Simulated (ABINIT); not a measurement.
# Y2CrH6 (Fm-3m): G0W0 with and without spin-orbit coupling

Is the spin-orbit change of the gap of Y2CrH6 (Fm-3m) the same in DFT and in GW?

Main program and level: ABINIT 10.8.3; PBEsol and many-body steps on it, plane waves.

## Step 1: Set-up

The structure is cubic, space group Fm-3m (No. 225). The conventional cell has a = 6.999 Å, b = 6.999 Å, c = 6.999 Å, α = 90.00°, β = 90.00°, γ = 90.00°. Y has 12 H at 2.47 Å nearest. Nearest to Cr lie 6 H at 1.72 Å. Nearest to H lie 1 Cr at 1.72 Å and 4 H at 2.43 Å and 4 Y at 2.47 Å. Farther neighbours are not listed.

Structure file:

```cif
data_structure
_symmetry_space_group_name_H-M 'Fm-3m'
_symmetry_Int_Tables_number 225
_cell_length_a 6.9986
_cell_length_b 6.9986
_cell_length_c 6.9986
_cell_angle_alpha 90.000
_cell_angle_beta 90.000
_cell_angle_gamma 90.000
_cell_volume 342.80
loop_
_atom_site_label
_atom_site_type_symbol
_atom_site_symmetry_multiplicity
_atom_site_Wyckoff_symbol
_atom_site_fract_x
_atom_site_fract_y
_atom_site_fract_z
_atom_site_occupancy
Y1 Y 8 c 0.25000 0.25000 0.75000 1
Cr1 Cr 4 a 0.00000 0.00000 0.00000 1
H1 H 24 e 0.00000 0.00000 0.75439 1
```

The cell and positions are those that the Materials Project relaxed with its own functionals (PBE, PBE+U or r2SCAN), kept fixed.

## Step 2: Empty states on the mesh, 2×2×2 mesh, 69 bands

This step: ABINIT 10.8.3; DFT, PBEsol, plane waves, norm-conserving pseudopotentials.

The sums over transitions need many empty states on a uniform mesh; this step solves for them.

Input file run.abi:

```
acell 3*1.0 Angstrom
rprim 
  0.000000000000 3.499313000000 3.499313000000
  3.499313000000 0.000000000000 3.499313000000
  3.499313000000 3.499313000000 -0.000000000000
ntypat 3
znucl 39 24 1
natom 9
typat 1 1 2 3 3 3 3 3 3
xred 
  0.750000000000 0.750000000000 0.750000000000
  0.250000000000 0.250000000000 0.250000000000
  0.000000000000 0.000000000000 0.000000000000
  0.754389000000 0.754389000000 0.245611000000
  0.245611000000 0.754389000000 0.245611000000
  0.754389000000 0.245611000000 0.245611000000
  0.245611000000 0.245611000000 0.754389000000
  0.754389000000 0.245611000000 0.754389000000
  0.245611000000 0.754389000000 0.754389000000
pp_dirpath "pseudos"
pseudos "Y.upf, Cr.upf, H.upf"
ecut 43
ngkpt 2 2 2
nshiftk 1
shiftk 0 0 0
kptopt 1
chksymbreak 0
iscf -2
irdden 1
istwfk *1
nband 69
nbdbuf 6
tolwfr 1e-09
nstep 60
prtvol 0
indata_prefix "in"
outdata_prefix "out"
tmpdata_prefix "tmp"
```

On the command line:

```sh
$ OMP_NUM_THREADS=1 mpirun -n 4 abinit run.abi > log
```

Numbers of over 12 decimals in the logs are rounded to 6 here.

The log of the run:

```text
.Version 10.8.3 of ABINIT. v10.8.2 released Aug 2026.

 Symmetries : space group Fm -3 m (#225); Bravais cF (face-center cubic)
[... echo of the input left out ...]
== DATASET  1 ==================================================================
-   mpi_nproc: 4, omp_nthreads: 1 (-1 if OMP is not activated)
-    --> not optimal distribution: autoparal keyword recommended in input file <--

--- !DatasetInfo
iteration_state: {dtset: 1, }
dimensions: {natom: 9, nkpt: 3, mband: 69, nsppol: 1, nspinor: 1, nspden: 1, mpw: 7848, }
cutoff_energies: {ecut:  43.0, pawecutdg:  -1.0, }
[...]
1.05947    1.07294    1.07294    1.07294    1.10259    1.10259    1.10259    1.11002
   1.11002    1.13558    1.13558    1.13558    1.14692    1.16972    1.16972    1.16972
   1.17708    1.17708    1.17708    1.26202    1.26202
 prteigrs : prtvol=0 or 1, do not print more k-points.

== END DATASET(S) ==============================================================
================================================================================

 -outvars: echo values of variables after computation  --------
            nband          69
             nkpt           3
          spgroup         225
 [... the other variables as echoed above ...]

 Calculation completed.
```

It took 27 s on 4 MPI ranks of Arm Neoverse N1, shared host; peak memory 0.35 GiB.

This step gave:

| Property | Result |
| --- | --- |
| gap | 0.2699 eV |
| k of the valence top | 0, 0, 0 |
| k of the conduction bottom | 0.5, 0.5, 0 |
| least direct gap | 0.4846 eV |
| k points computed | 3 |
| lowest point of the top converged band, above the valence top | 24.12 eV |

On this mesh the gap is 0.270 eV.

The density comes from a self-consistent run that is not shown.

## Step 3: Screening, 2×2×2 mesh, 63 bands, screening to 98 eV

The RPA dielectric matrix is built and inverted for each q.

This step: RPA screening on PBEsol, plane waves, norm-conserving pseudopotentials.

Edit run.abi of step 2 so:

```diff
@@ -27,10 +27,11 @@
 chksymbreak 0
-iscf -2
-irdden 1
 istwfk *1
-nband 69
-nbdbuf 6
-tolwfr 1e-09
-nstep 60
-prtvol 0
+occopt 1
+irdwfk 1
+optdriver 3
+nband 63
+ecuteps 3.6
+inclvkb 0
+awtr 1
+symchi 1
 indata_prefix "in"
```

The log of the run:

```text
.Version 10.8.3 of ABINIT. v10.8.2 released Aug 2026.

 Symmetries : space group Fm -3 m (#225); Bravais cF (face-center cubic)
[... echo of the input left out ...]
== DATASET  1 ==================================================================
-   mpi_nproc: 4, omp_nthreads: 1 (-1 if OMP is not activated)

--- !DatasetInfo
iteration_state: {dtset: 1, }
dimensions: {natom: 9, nkpt: 3, mband: 63, nsppol: 1, nspinor: 1, nspden: 1, mpw: 7848, }
cutoff_energies: {ecut:  43.0, pawecutdg:  -1.0, }
electrons: {nelect:   4.20000000E+01, charge:   0.00000000E+00, occopt:   1.00000000E+00, tsmear:   1.00000000E-02, }

 SCREENING: Calculation of the susceptibility and dielectric matrices

 Based on a program developped by R.W. Godby, V. Olevano, G. Onida, and L. Reining.
 Incorporated in ABINIT by V. Olevano, G.-M. Rignanese, and M. Torrent.
.Using double precision arithmetic ; gwpc =  8

[... cell and pseudopotentials left out ...]
--------------------------------------------------------------------------------

 ==== K-mesh for the wavefunctions ====
 Number of points in the irreducible wedge :     3
[... list of points left out ...]
 Together with 48 symmetry operations and time-reversal symmetry
 yields     8 points in the full Brillouin Zone.

 ==== Q-mesh for the screening function ====
 Number of points in the irreducible wedge :     3
[... list of points left out ...]
 Together with 48 symmetry operations and time-reversal symmetry
 yields     8 points in the full Brillouin Zone.

 setmesh: FFT mesh size selected  =    36x   36x   36
          total number of points  =        46656

 vcoul_init : cutoff-mode = AUXILIARY_FUNCTION
 q-points for optical limit:   1
     1)      0.000010    0.000020    0.000030

- screening: taking advantage of time-reversal symmetry
- Maximum band index for partially occupied states nbvw = 21
- Remaining bands to be divided among processors   nbcw = 42
- Number of bands treated by each node ~10

 Number of electrons calculated from density =   42.0000; Expected =   42.0000
 average of density, n =  0.072623
 r_s =    1.4869
 omega_plasma =   25.9952 [eV]

 calculating chi0 at frequencies [eV] :
  1    0.000000E+00    0.000000E+00
  2    0.000000E+00    2.599518E+01

--------------------------------------------------------------------------------
  q-point number  1        q = ( 0.000000, 0.000000, 0.000000) [r.l.u.]
--------------------------------------------------------------------------------
[... chi0 elements left out ...]
 For q-point:  0.000010 0.000020 0.000030
  dielectric constant =  52.7310
  dielectric constant without local fields =  64.5458

  Average fulfillment of the sum rule on Im[epsilon] for q-point    1 :     46.40  [%]
[... wings left out ...]
  q-point number  2        q = ( 0.500000, 0.000000, 0.000000) [r.l.u.]
--------------------------------------------------------------------------------
[... chi0 elements left out ...]
  Average fulfillment of the sum rule on Im[epsilon] for q-point    2 :     56.70  [%]

 [... 1 further q-points ...]
```

Wall time 8.4 s (4 MPI ranks); peak memory 0.69 GiB.

Numbers from this step:

```
ε∞ with local fields, on this mesh, along the program's q direction : 52.73
the same without local fields                                       : 64.55
plasma frequency                                                    : 26.00 eV
plane waves in the screening matrix                                 : 169
```

Local fields lower ε∞ by 18 %. On a Γ-centred mesh this coarse the value itself is usually too large, while a short band sum pulls it down.

## Step 4: Scalar-relativistic

The self-energy is evaluated for the states that the input lists, and the levels follow from it, in one-shot runs by the linearised quasiparticle equation.

This step: G0W0 on PBEsol, plane waves, norm-conserving pseudopotentials.

Edit run.abi of step 3 so:

```diff
@@ -30,8 +30,17 @@
 irdwfk 1
-optdriver 3
+optdriver 4
 nband 63
+gwcalctyp 0
+ecutsigx 43
+symsigma 1
+nkptgw 2
+kptgw 
+  0.0000000000 0.0000000000 0.0000000000
+  0.5000000000 0.5000000000 0.0000000000
+bdgw 
+  19 23
+  20 23
 ecuteps 3.6
-inclvkb 0
-awtr 1
-symchi 1
+irdscr 1
+ppmodel 1
 indata_prefix "in"
```

The log of the run:

```text
.Version 10.8.3 of ABINIT. v10.8.2 released Aug 2026.

 Symmetries : space group Fm -3 m (#225); Bravais cF (face-center cubic)
[... echo of the input left out ...]
== DATASET  1 ==================================================================
-   mpi_nproc: 4, omp_nthreads: 1 (-1 if OMP is not activated)

--- !DatasetInfo
iteration_state: {dtset: 1, }
dimensions: {natom: 9, nkpt: 3, mband: 63, nsppol: 1, nspinor: 1, nspden: 1, mpw: 7848, }
cutoff_energies: {ecut:  43.0, pawecutdg:  -1.0, }
electrons: {nelect:   4.20000000E+01, charge:   0.00000000E+00, occopt:   1.00000000E+00, tsmear:   1.00000000E-02, }

 SIGMA: Calculation of the GW corrections

 Based on a program developped by R.W. Godby, V. Olevano, G. Onida, and L. Reining.
 Incorporated in ABINIT by V. Olevano, G.-M. Rignanese, and M. Torrent.
.Using double precision arithmetic ; gwpc =  8

[... cell and pseudopotentials left out ...]
--------------------------------------------------------------------------------

 ==== K-mesh for the wavefunctions ====
 Number of points in the irreducible wedge :     3
[... list of points left out ...]
 Together with 48 symmetry operations and time-reversal symmetry
 yields     8 points in the full Brillouin Zone.

 ==== Q-mesh for screening function ====
 Number of points in the irreducible wedge :     3
[... list of points left out ...]
 Together with 48 symmetry operations and time-reversal symmetry
 yields     8 points in the full Brillouin Zone.

 vcoul_init : cutoff-mode = AUXILIARY_FUNCTION
 q-points for optical limit:   1
     1)      0.000010    0.000020    0.000030
 setmesh: FFT mesh size selected  =    60x   60x   60
          total number of points  =       216000

 Number of electrons calculated from density =   42.0000; Expected =   42.0000
 average of density, n =  0.072623
 r_s =    1.4869
 omega_plasma =   25.9952 [eV]

 === KS Band Gaps ===
  >>>> For spin  1
   Minimum direct gap =   0.4846 [eV], located at k-point      :   0.5000  0.5000  0.0000
   Fundamental gap    =   0.2700 [eV], Top of valence bands at :   0.0000  0.0000  0.0000
                                       Bottom of conduction at :   0.5000  0.5000  0.0000
 SIGMA fundamental parameters:
 PLASMON POLE MODEL  1
 number of plane-waves for SigmaX                 7799
 number of plane-waves for SigmaC and W            169
 number of plane-waves for wavefunctions          7799
 number of bands                                    63
 number of independent spin polarizations            1
 number of spinorial components                      1
 number of k-points in IBZ                           3
 number of q-points in IBZ                           3
 number of symmetry operations                      48
 number of k-points in BZ                            8
 number of q-points in BZ                            8
 number of frequencies for dSigma/dE                 9
 frequency step for dSigma/dE [eV]                0.25
 number of omega for Sigma on real axis              0
 max omega for Sigma on real axis  [eV]           0.00
 zcut for avoiding poles [eV]                     0.10

 EPSILON^-1 parameters (SCR file):
 dimension of the eps^-1 matrix on file            169
 dimension of the eps^-1 matrix used               169
 number of plane-waves for wavefunctions          7799
 number of bands                                    63
 number of q-points in IBZ                           3
 number of frequencies                               2
 number of real frequencies                          1
 number of imag frequencies                          1

 matrix elements of self-energy operator (all in [eV])

 Perturbative Calculation

--- !SelfEnergy_ee
iteration_state: {dtset: 1, }
kpoint     : [   0.000,    0.000,    0.000, ]
spin       : 1
KS_gap     :    1.966
QP_gap     :    2.417
Delta_QP_KS:    0.451
data: !SigmaeeData |
     Band     E0 <VxcDFT>   SigX SigC(E0)      Z dSigC/dE  Sig(E)    E-E0       E
       19   7.713 -19.958 -21.710   3.298   0.738  -0.354 -18.817   1.141   8.854
       20   7.713 -19.958 -21.710   3.298   0.738  -0.354 -18.817   1.141   8.854
       21   7.713 -19.958 -21.710   3.298   0.738  -0.354 -18.817   1.141   8.854
       22   9.679 -18.154 -10.796  -5.252   0.756  -0.323 -16.562   1.592  11.271
       23   9.679 -18.154 -10.796  -5.252   0.756  -0.323 -16.562   1.592  11.271

--- !SelfEnergy_ee
iteration_state: {dtset: 1, }
kpoint     : [   0.500,    0.500,    0.000, ]
spin       : 1
KS_gap     :    0.485
QP_gap     :    0.500
Delta_QP_KS:    0.015
data: !SigmaeeData |
     Band     E0 <VxcDFT>   SigX SigC(E0)      Z dSigC/dE  Sig(E)    E-E0       E
       20   7.498 -19.101 -20.608   3.065   0.743  -0.346 -17.944   1.157   8.656
       21   7.498 -19.101 -20.608   3.065   0.743  -0.346 -17.944   1.157   8.656
       22   7.983 -11.789  -6.578  -3.755   0.805  -0.242 -10.617   1.172   9.155
       23   9.010 -19.680 -12.466  -5.109   0.750  -0.333 -18.101   1.579  10.590

== END DATASET(S) ==============================================================
================================================================================

 -outvars: echo values of variables after computation  --------
           etotal      0.0000000000E+00
            nband          63
             nkpt           3
          spgroup         225
 [... the other variables as echoed above ...]

 Calculation completed.
```

It took 8.5 s on 4 MPI ranks; peak memory 1.1 GiB.

This step gave:

```yaml
g0w0_gap_on_the_points_computed: 0.3010 eV
starting_gap_on_the_mesh: 0.2699 eV
k_of_the_valence_top: 0, 0, 0
k_of_the_conduction_bottom: 0.5, 0.5, 0
z_at_the_valence_top: 0.738
z_at_the_conduction_bottom: 0.805
least_direct_g0w0_gap_on_the_computed_points: 0.4990 eV
```

The gap on the mesh goes from 0.27 eV to 0.30 eV, a correction of +0.03 eV.

## Step 5: Empty states on the mesh, 2×2×2 mesh, 138 bands

This step: DFT, PBEsol with spin-orbit coupling, plane waves, norm-conserving pseudopotentials.

Edit run.abi of step 4 so:

```diff
@@ -22,2 +22,3 @@
 ecut 43
+nspinor 2
 ngkpt 2 2 2
@@ -27,20 +28,10 @@
 chksymbreak 0
+iscf -2
+irdden 1
 istwfk *1
-occopt 1
-irdwfk 1
-optdriver 4
-nband 63
-gwcalctyp 0
-ecutsigx 43
-symsigma 1
-nkptgw 2
-kptgw 
-  0.0000000000 0.0000000000 0.0000000000
-  0.5000000000 0.5000000000 0.0000000000
-bdgw 
-  19 23
-  20 23
-ecuteps 3.6
-irdscr 1
-ppmodel 1
+nband 138
+nbdbuf 12
+tolwfr 1e-09
+nstep 60
+prtvol 0
 indata_prefix "in"
```

The log of the run:

```text
.Version 10.8.3 of ABINIT. v10.8.2 released Aug 2026.

 Symmetries : space group Fm -3 m (#225); Bravais cF (face-center cubic)
[... echo of the input left out ...]
== DATASET  1 ==================================================================
-   mpi_nproc: 4, omp_nthreads: 1 (-1 if OMP is not activated)
-    --> not optimal distribution: autoparal keyword recommended in input file <--

--- !DatasetInfo
iteration_state: {dtset: 1, }
dimensions: {natom: 9, nkpt: 3, mband: 138, nsppol: 1, nspinor: 2, nspden: 1, mpw: 7848, }
cutoff_energies: {ecut:  43.0, pawecutdg:  -1.0, }
[...]
1.14687    1.14687    1.16936    1.16936    1.16936    1.16936    1.17087    1.17087
   1.17708    1.17708    1.17708    1.17708    1.17708    1.17708    1.26212    1.26212
   1.26212    1.26212
 prteigrs : prtvol=0 or 1, do not print more k-points.

== END DATASET(S) ==============================================================
================================================================================

 -outvars: echo values of variables after computation  --------
            nband         138
             nkpt           3
          spgroup         225
 [... the other variables as echoed above ...]

 Calculation completed.
```

It took 2.7 min on 4 MPI ranks; peak memory 0.43 GiB.

Numbers from this step:

```
gap                                                           : 0.2522 eV
k of the valence top                                          : 0, 0, 0
k of the conduction bottom                                    : 0.5, 0.5, 0
least direct gap                                              : 0.4705 eV
k points computed                                             : 3
lowest point of the top converged band, above the valence top : 24.09 eV
```

On this mesh the gap is 0.252 eV.

The density comes from a self-consistent run that is not shown, made with spin-orbit coupling and fully relativistic files.

## Step 6: Screening, 2×2×2 mesh, 126 bands, screening to 98 eV

This step: RPA screening on PBEsol with spin-orbit coupling, plane waves, norm-conserving pseudopotentials.

Edit run.abi of step 5 so:

```diff
@@ -28,10 +28,11 @@
 chksymbreak 0
-iscf -2
-irdden 1
 istwfk *1
-nband 138
-nbdbuf 12
-tolwfr 1e-09
-nstep 60
-prtvol 0
+occopt 1
+irdwfk 1
+optdriver 3
+nband 126
+ecuteps 3.6
+inclvkb 0
+awtr 1
+symchi 1
 indata_prefix "in"
```

The log of the run:

```text
.Version 10.8.3 of ABINIT. v10.8.2 released Aug 2026.

 Symmetries : space group Fm -3 m (#225); Bravais cF (face-center cubic)
[... echo of the input left out ...]
== DATASET  1 ==================================================================
-   mpi_nproc: 4, omp_nthreads: 1 (-1 if OMP is not activated)

--- !DatasetInfo
iteration_state: {dtset: 1, }
dimensions: {natom: 9, nkpt: 3, mband: 126, nsppol: 1, nspinor: 2, nspden: 1, mpw: 7848, }
cutoff_energies: {ecut:  43.0, pawecutdg:  -1.0, }
electrons: {nelect:   4.20000000E+01, charge:   0.00000000E+00, occopt:   1.00000000E+00, tsmear:   1.00000000E-02, }

 SCREENING: Calculation of the susceptibility and dielectric matrices

 Based on a program developped by R.W. Godby, V. Olevano, G. Onida, and L. Reining.
 Incorporated in ABINIT by V. Olevano, G.-M. Rignanese, and M. Torrent.
.Using double precision arithmetic ; gwpc =  8

[... cell and pseudopotentials left out ...]
--------------------------------------------------------------------------------

 ==== K-mesh for the wavefunctions ====
 Number of points in the irreducible wedge :     3
[... list of points left out ...]
 Together with 48 symmetry operations and time-reversal symmetry
 yields     8 points in the full Brillouin Zone.

 ==== Q-mesh for the screening function ====
 Number of points in the irreducible wedge :     3
[... list of points left out ...]
 Together with 48 symmetry operations and time-reversal symmetry
 yields     8 points in the full Brillouin Zone.

 setmesh: FFT mesh size selected  =    36x   36x   36
          total number of points  =        46656

 vcoul_init : cutoff-mode = AUXILIARY_FUNCTION
 q-points for optical limit:   1
     1)      0.000010    0.000020    0.000030

- screening: taking advantage of time-reversal symmetry
- Maximum band index for partially occupied states nbvw = 42
- Remaining bands to be divided among processors   nbcw = 84
- Number of bands treated by each node ~21

 Number of electrons calculated from density =   42.0000; Expected =   42.0000
 average of density, n =  0.072623
 r_s =    1.4869
 omega_plasma =   25.9952 [eV]

 calculating chi0 at frequencies [eV] :
  1    0.000000E+00    0.000000E+00
  2    0.000000E+00    2.599518E+01

--------------------------------------------------------------------------------
  q-point number  1        q = ( 0.000000, 0.000000, 0.000000) [r.l.u.]
--------------------------------------------------------------------------------
[... chi0 elements left out ...]
 For q-point:  0.000010 0.000020 0.000030
  dielectric constant =  53.6248
  dielectric constant without local fields =  65.6581

  Average fulfillment of the sum rule on Im[epsilon] for q-point    1 :     46.41  [%]
[... wings left out ...]
  q-point number  2        q = ( 0.500000, 0.000000, 0.000000) [r.l.u.]
--------------------------------------------------------------------------------
[... chi0 elements left out ...]
  Average fulfillment of the sum rule on Im[epsilon] for q-point    2 :     56.71  [%]

 [... 1 further q-points ...]
```

Run time: 43 s. Hardware: 4 MPI ranks; peak memory 1.6 GiB.

Numbers from this step:

```
ε∞ with local fields, on this mesh, along the program's q direction : 53.62
the same without local fields                                       : 65.66
plasma frequency                                                    : 26.00 eV
plane waves in the screening matrix                                 : 169
```

(Part 1 of 2 ends here.)

[Paths, hosts, dates, memory and timing lines, banners, echoed tables and standing remarks are left out of the program output.]

[Logs are printed without paths, hosts, clocks, repeated set-up lines and the standing remarks that a program may print on its own settings, such as how far it seeks lower states.]

[Runs of the session that timed out or met a known fault of the program may be left out.]

[No measured gap is set beside runs whose start may be inverted or whose files or cutoffs have a known fault.]

[Hosts, paths, dates, database ids (printed as entryN), source tags and the programs' standing remarks are cut or masked in the printed files.]

[G0W0 gaps are taken among the corrected bands and points alone; a level outside them can change the order at an edge.]

[Where Ansatz stands beside ABINIT at settings called matched, ABINIT's density can come from a denser mesh and the files from another edition; pairs whose starting gaps differed by over 0.03 eV were left out, so agreement reads better than it is.]
